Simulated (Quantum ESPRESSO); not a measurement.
# KMgF3 (Pm-3m): zone-centre phonons

Aim: the zone-centre modes of KMgF3 (Pm-3m).

Program: Quantum ESPRESSO 7.5. Level of theory: DFT LDA, scalar-relativistic, plane waves, PseudoDojo norm-conserving pseudopotentials. Results are calculated unless marked as measured.

### Step 1. The starting structure

It takes space group Pm-3m (No. 221, cubic). Conventional cell: a = 3.986 Å, b = 3.986 Å, c = 3.986 Å, α = 90.00°, β = 90.00°, γ = 90.00°. Nearest to K lie 12 F at 2.82 Å. Nearest to Mg lie 6 F at 1.99 Å. Nearest to F lie 2 Mg at 1.99 Å and 4 K at 2.82 Å. Farther neighbours and most contacts between anions are not listed.

### Step 2. A probe with smearing

Before anything dear is run, a loose run with smearing shows whether this is a metal and how far the cell is from rest.

File probe.in:

```
&control
   calculation = 'scf'
   prefix = 'x'
   outdir = './tmp'
   pseudo_dir = './pseudo'
   tprnfor = .true.
   tstress = .true.
   verbosity = 'high'
/
&system
   ibrav = 0
   nat = 5
   ntyp = 3
   ecutwfc = 84.0
   occupations = 'smearing'
   smearing = 'gaussian'
   degauss = 0.01
/
&electrons
   conv_thr = 1.0d-07
   mixing_beta = 0.7
   electron_maxstep = 100
/
ATOMIC_SPECIES
 K      39.0983  K.upf
 Mg     24.3050  Mg.upf
 F      18.9984  F.upf
CELL_PARAMETERS angstrom
     3.985900000    0.000000000    0.000000000
     0.000000000    3.985900000    0.000000000
     0.000000000    0.000000000    3.985900000
ATOMIC_POSITIONS crystal
 K      0.500000000   0.500000000   0.500000000
 Mg     0.000000000   0.000000000   0.000000000
 F      0.500000000   0.000000000   0.000000000
 F      0.000000000   0.500000000   0.000000000
 F      0.000000000   0.000000000   0.500000000
K_POINTS automatic
 4 4 4 0 0 0
```

The run is started by

```
$ OMP_NUM_THREADS=1 mpirun -n 4 pw.x -nk 4 -in probe.in > probe.out
```

Log:

```text
[banners, grids, parts of the stress and lines that vanish by symmetry left out]
Program PWSCF v.7.5
     Message from routine setup:
     using ibrav=0 with symmetry is DISCOURAGED, use correct ibrav instead
[...]
kinetic-energy cutoff     =      84.0000  Ry
     charge density cutoff     =     336.0000  Ry
     scf convergence threshold =      1.0E-07
[...]
Exchange-correlation= SLA  PW   NOGX NOGC
                           (   1   4   0   0   0   0   0)
[...]
48 Sym. Ops., with inversion, found
[...]
(     0          1          0      )
                  (     0          0          1      )
[...]
(  0.0000000  1.0000000  0.0000000 )
                  (  0.0000000  0.0000000  1.0000000 )
[...]
(     0         -1          0      )
                  (     0          0          1      )
[...]
( -1.0000000  0.0000000  0.0000000 )
                  (  0.0000000  1.0000000  0.0000000 )
[...]
number of k points=    10  Gaussian smearing, width (Ry)=  0.0100
[...]
End of self-consistent calculation
[...]
the Fermi energy is     6.6483 ev
!    total energy              =    -326.58640500 Ry
[...]
convergence has been achieved in   7 iterations
[...]
atom    1 type  1   force =     0.00000000    0.00000000    0.00000000
     atom    2 type  2   force =     0.00000000    0.00000000    0.00000000
     atom    3 type  3   force =     0.00000000    0.00000000    0.00000000
     atom    4 type  3   force =     0.00000000    0.00000000    0.00000000
     atom    5 type  3   force =     0.00000000    0.00000000    0.00000000
[...]
Total force =     0.000000     Total SCF correction =     0.000000
[...]
total   stress  (Ry/bohr**3)                   (kbar)     P=      -45.69
[...]
XML data file, charge density, pseudopotentials, collected wavefunctions

   JOB DONE.
```

Wall time 4.2 s (4 MPI ranks of Intel Xeon Platinum 8559C (Emerald Rapids), shared host).

Numbers from this step:

```
volume per atom   : 12.67 Å³
pressure          : -4.569 GPa
gap on the k-mesh : 6.998 eV
```

A gap of 7.0 eV opens on this mesh, so the crystal is taken as an insulator; the start stands at -4.6 GPa.

### Step 3. Relaxation

The relaxation runs at a cutoff a fifth above that of the response, since stress converges more slowly with the basis than frequencies do. Forces and stress are brought to rest with tight thresholds.

File relax.in:

```
&control
   calculation = 'vc-relax'
   prefix = 'x'
   outdir = './tmp'
   pseudo_dir = './pseudo'
   tprnfor = .true.
   tstress = .true.
   forc_conv_thr = 2.0d-05
   etot_conv_thr = 1.0d-07
   nstep = 40
/
&system
   ibrav = 0
   nat = 5
   ntyp = 3
   ecutwfc = 101
   occupations = 'fixed'
   nbnd = 22
/
&electrons
   conv_thr = 1.0d-11
   mixing_beta = 0.7
   electron_maxstep = 100
/
&ions
/
&cell
   press_conv_thr = 0.2
/
ATOMIC_SPECIES
 K      39.0983  K.upf
 Mg     24.3050  Mg.upf
 F      18.9984  F.upf
CELL_PARAMETERS angstrom
     3.985900000    0.000000000    0.000000000
     0.000000000    3.985900000    0.000000000
     0.000000000    0.000000000    3.985900000
ATOMIC_POSITIONS crystal
 K      0.500000000   0.500000000   0.500000000
 Mg     0.000000000   0.000000000   0.000000000
 F      0.500000000   0.000000000   0.000000000
 F      0.000000000   0.500000000   0.000000000
 F      0.000000000   0.000000000   0.500000000
K_POINTS automatic
 6 6 6 0 0 0
```

The run is started by

```
$ OMP_NUM_THREADS=1 mpirun -n 4 pw.x -nk 4 -in relax.in > relax.out
```

Log:

```text
[banners, grids, parts of the stress and lines that vanish by symmetry left out]
[banner, memory and clock lines left out]
Program PWSCF v.7.5

[...]
kinetic-energy cutoff     =     101.0000  Ry
     charge density cutoff     =     404.0000  Ry
     scf convergence threshold =      1.0E-11
[...]
energy convergence thresh.=      1.0E-07
     force convergence thresh. =      2.0E-05
     press convergence thresh. =      2.0E-01
     Exchange-correlation= SLA  PW   NOGX NOGC
                           (   1   4   0   0   0   0   0)
[...]
48 Sym. Ops., with inversion, found
[...]
number of k points=    20
[...]
End of self-consistent calculation
[...]
highest occupied, lowest unoccupied level (ev):     2.4612    9.4593
!    total energy              =    -326.58650552 Ry
[...]
convergence has been achieved in  11 iterations
[...]
atom    1 type  1   force =     0.00000000    0.00000000    0.00000000
     atom    2 type  2   force =     0.00000000    0.00000000    0.00000000
     atom    3 type  3   force =     0.00000000    0.00000000    0.00000000
     atom    4 type  3   force =     0.00000000    0.00000000    0.00000000
     atom    5 type  3   force =     0.00000000    0.00000000    0.00000000
     Total force =     0.000000     Total SCF correction =     0.000000
[...]
total   stress  (Ry/bohr**3)                   (kbar)     P=      -45.29
[...]
number of bfgs steps    =   0
[...]
CELL_PARAMETERS (angstrom)
[...]
ATOMIC_POSITIONS (crystal)
K                0.5000000000        0.5000000000        0.5000000000
Mg               0.0000000000        0.0000000000        0.0000000000
F                0.5000000000        0.0000000000        0.0000000000
F                0.0000000000        0.5000000000        0.0000000000
[...]
New effective cutoffs (rho, wfc):  409.87  102.57
[...]
End of self-consistent calculation
[...]
highest occupied, lowest unoccupied level (ev):     2.6846    9.8609
!    total energy              =    -326.58899979 Ry
[...]
convergence has been achieved in   7 iterations
[...]
atom    1 type  1   force =     0.00000000    0.00000000    0.00000000
     atom    2 type  2   force =     0.00000000    0.00000000    0.00000000
     atom    3 type  3   force =     0.00000000    0.00000000    0.00000000
     atom    4 type  3   force =     0.00000000    0.00000000    0.00000000
     atom    5 type  3   force =     0.00000000    0.00000000    0.00000000
     Total force =     0.000000     Total SCF correction =     0.000000
[...]
total   stress  (Ry/bohr**3)                   (kbar)     P=      -29.30
[...]
number of bfgs steps    =   1
[...]
CELL_PARAMETERS (angstrom)
[...]
ATOMIC_POSITIONS (crystal)
[...]
New effective cutoffs (rho, wfc):  419.58  105.00
[...]
End of self-consistent calculation
[...]
highest occupied, lowest unoccupied level (ev):     3.0350   10.4914
!    total energy              =    -326.59055277 Ry
[...]
convergence has been achieved in   9 iterations
[...]
atom    1 type  1   force =     0.00000000    0.00000000    0.00000000
     atom    2 type  2   force =     0.00000000    0.00000000    0.00000000
     atom    3 type  3   force =     0.00000000    0.00000000    0.00000000
     atom    4 type  3   force =     0.00000000    0.00000000    0.00000000
[...]
Total force =     0.000000     Total SCF correction =     0.000000
[...]
total   stress  (Ry/bohr**3)                   (kbar)     P=       -1.50
[...]
number of bfgs steps    =   2
[...]
CELL_PARAMETERS (angstrom)
[...]
ATOMIC_POSITIONS (crystal)
[...]
New effective cutoffs (rho, wfc):  420.10  105.13
[...]
End of self-consistent calculation
[...]
highest occupied, lowest unoccupied level (ev):     3.0539   10.5256
!    total energy              =    -326.59055635 Ry
[...]
convergence has been achieved in   7 iterations
[...]
Total force =     0.000000     Total SCF correction =     0.000000
[...]
total   stress  (Ry/bohr**3)                   (kbar)     P=        0.10
[...]
number of bfgs steps    =   3
[...]
CELL_PARAMETERS (angstrom)
[...]
ATOMIC_POSITIONS (crystal)
[...]
New effective cutoffs (rho, wfc):  420.07  105.12
[...]
End of self-consistent calculation
[...]
highest occupied, lowest unoccupied level (ev):     3.0528   10.5234
!    total energy              =    -326.59055636 Ry
[...]
convergence has been achieved in   4 iterations
[...]
atom    3 type  3   force =     0.00000000    0.00000000    0.00000000
     atom    4 type  3   force =     0.00000000    0.00000000    0.00000000
     atom    5 type  3   force =     0.00000000    0.00000000    0.00000000
     Total force =     0.000000     Total SCF correction =     0.000000
[...]
total   stress  (Ry/bohr**3)                   (kbar)     P=        0.00
[...]
bfgs converged in   5 scf cycles and   4 bfgs steps
[...]
End of BFGS Geometry Optimization
     Final enthalpy           =    -326.5905563642 Ry
     File ./tmp/x.bfgs deleted, as requested
[...]
CELL_PARAMETERS (angstrom)
[...]
ATOMIC_POSITIONS (crystal)
[...]
F                0.0000000000        0.5000000000        0.0000000000
F                0.0000000000        0.0000000000        0.5000000000
[...]
Final scf calculation at the relaxed structure.
[...]
kinetic-energy cutoff     =     101.0000  Ry
     charge density cutoff     =     404.0000  Ry
     scf convergence threshold =      1.0E-13
[...]
press convergence thresh. =      2.0E-01
     Exchange-correlation= SLA  PW   NOGX NOGC
                           (   1   4   0   0   0   0   0)
[...]
48 Sym. Ops., with inversion, found
[...]
number of k points=    20
[...]
End of self-consistent calculation
[...]
highest occupied, lowest unoccupied level (ev):     3.0527   10.5234
!    total energy              =    -326.59054252 Ry
[...]
convergence has been achieved in  12 iterations
[...]
atom    1 type  1   force =     0.00000000    0.00000000    0.00000000
     atom    2 type  2   force =     0.00000000    0.00000000    0.00000000
     atom    3 type  3   force =     0.00000000    0.00000000    0.00000000
     atom    4 type  3   force =     0.00000000    0.00000000    0.00000000
     atom    5 type  3   force =     0.00000000    0.00000000    0.00000000
     Total force =     0.000000     Total SCF correction =     0.000000
[...]
total   stress  (Ry/bohr**3)                   (kbar)     P=       -0.07
[...]
XML data file, charge density, pseudopotentials, collected wavefunctions
```

The job ended after 42 s (4 MPI ranks; 2.8 min of CPU time).

Step by step:

```tsv
step	energy less that of the first step (eV)	largest force (eV/Å)	pressure (GPa)	volume (Å³)
1	0.0000	0.0000	-4.53	63.33
2	-0.0339	0.0000	-2.93	61.87
3	-0.0551	0.0000	-0.15	59.74
4	-0.0551	0.0000	0.01	59.63
5	-0.0551	0.0000	0.00	59.64
6	-0.0549	0.0000	-0.01	59.64
```

```tsv
conventional cell, symmetrised	before	after	change
a (Å)	3.986	3.907	-2.0 %
b (Å)	3.986	3.907	-2.0 %
c (Å)	3.986	3.907	-2.0 %
volume (Å³/atom)	12.67	11.93	-5.8 %
```

The relaxed structure:

```cif
data_structure
_symmetry_space_group_name_H-M 'P 1'
_symmetry_Int_Tables_number 1
_cell_length_a 3.9069
_cell_length_b 3.9069
_cell_length_c 3.9069
_cell_angle_alpha 90.000
_cell_angle_beta 90.000
_cell_angle_gamma 90.000
_cell_volume 59.64
loop_
_atom_site_label
_atom_site_type_symbol
_atom_site_fract_x
_atom_site_fract_y
_atom_site_fract_z
_atom_site_occupancy
K1 K 0.50000 0.50000 0.50000 1
Mg2 Mg 0.00000 0.00000 0.00000 1
F3 F 0.50000 0.00000 0.00000 1
F4 F 0.00000 0.50000 0.00000 1
F5 F 0.00000 0.00000 0.50000 1
```

The last row of the table of steps is pw.x's closing run on a basis chosen anew for the final cell, so its energy can jump.

Read from the output:

| Item | Value |
| --- | --- |
| volume per atom | 11.93 Å³ |
| pressure | -0.007000 GPa |
| gap on the k-mesh | 7.471 eV |

The volume changes by -5.8 % from the cell with which this run began.

### Step 4. Self-consistent run for the response

Perturbation theory inherits every error of the wavefunctions, so the threshold is set near the limit of the arithmetic. With a gap, occupations are fixed, which also allows the response to an electric field.

File scf.in:

```
&control
   calculation = 'scf'
   prefix = 'x'
   outdir = './tmp'
   pseudo_dir = './pseudo'
   tprnfor = .true.
   tstress = .true.
/
&system
   ibrav = 0
   nat = 5
   ntyp = 3
   ecutwfc = 84.0
   occupations = 'fixed'
   nbnd = 22
/
&electrons
   conv_thr = 1.0d-12
   mixing_beta = 0.7
   electron_maxstep = 100
/
ATOMIC_SPECIES
 K      39.0983  K.upf
 Mg     24.3050  Mg.upf
 F      18.9984  F.upf
CELL_PARAMETERS angstrom
     3.906930416    0.000000000    0.000000000
     0.000000000    3.906930416    0.000000000
     0.000000000    0.000000000    3.906930416
ATOMIC_POSITIONS crystal
 K      0.500000000   0.500000000   0.500000000
 Mg     0.000000000   0.000000000   0.000000000
 F      0.500000000   0.000000000   0.000000000
 F      0.000000000   0.500000000   0.000000000
 F      0.000000000   0.000000000   0.500000000
K_POINTS automatic
 6 6 6 0 0 0
```

The run is started by

```
$ OMP_NUM_THREADS=1 mpirun -n 4 pw.x -nk 4 -in scf.in > scf.out
```

Log:

```text
[banners, grids, parts of the stress and lines that vanish by symmetry left out]
[banner, memory and clock lines left out]
Program PWSCF v.7.5

[...]
kinetic-energy cutoff     =      84.0000  Ry
     charge density cutoff     =     336.0000  Ry
     scf convergence threshold =      1.0E-12
[...]
Exchange-correlation= SLA  PW   NOGX NOGC
                           (   1   4   0   0   0   0   0)
[...]
48 Sym. Ops., with inversion, found
[...]
number of k points=    20
[...]
End of self-consistent calculation
[...]
highest occupied, lowest unoccupied level (ev):     3.0528   10.5235
!    total energy              =    -326.59044278 Ry
[...]
convergence has been achieved in  12 iterations
[...]
atom    1 type  1   force =     0.00000000    0.00000000    0.00000000
     atom    2 type  2   force =     0.00000000    0.00000000    0.00000000
     atom    3 type  3   force =     0.00000000    0.00000000    0.00000000
     atom    4 type  3   force =     0.00000000    0.00000000    0.00000000
     atom    5 type  3   force =     0.00000000    0.00000000    0.00000000
     Total force =     0.000000     Total SCF correction =     0.000000
[...]
total   stress  (Ry/bohr**3)                   (kbar)     P=       -0.20
[...]
XML data file, charge density, pseudopotentials, collected wavefunctions
```

Wall time 8.2 s (4 MPI ranks).

Read from the output:

```
pressure : -0.02 GPa
```

The cell stands at -0.02 GPa, close enough for phonons.

[end of part 1 of 2]

[Host names and launcher messages were left out of these logs when they were recorded.]

[Logs are printed without paths, hosts, clocks, repeated set-up lines and the standing remarks that a program may print on its own settings, such as how far it seeks lower states.]

[Hosts, paths, dates, database ids (printed as entryN), source tags and the programs' standing remarks are cut or masked in the printed files.]
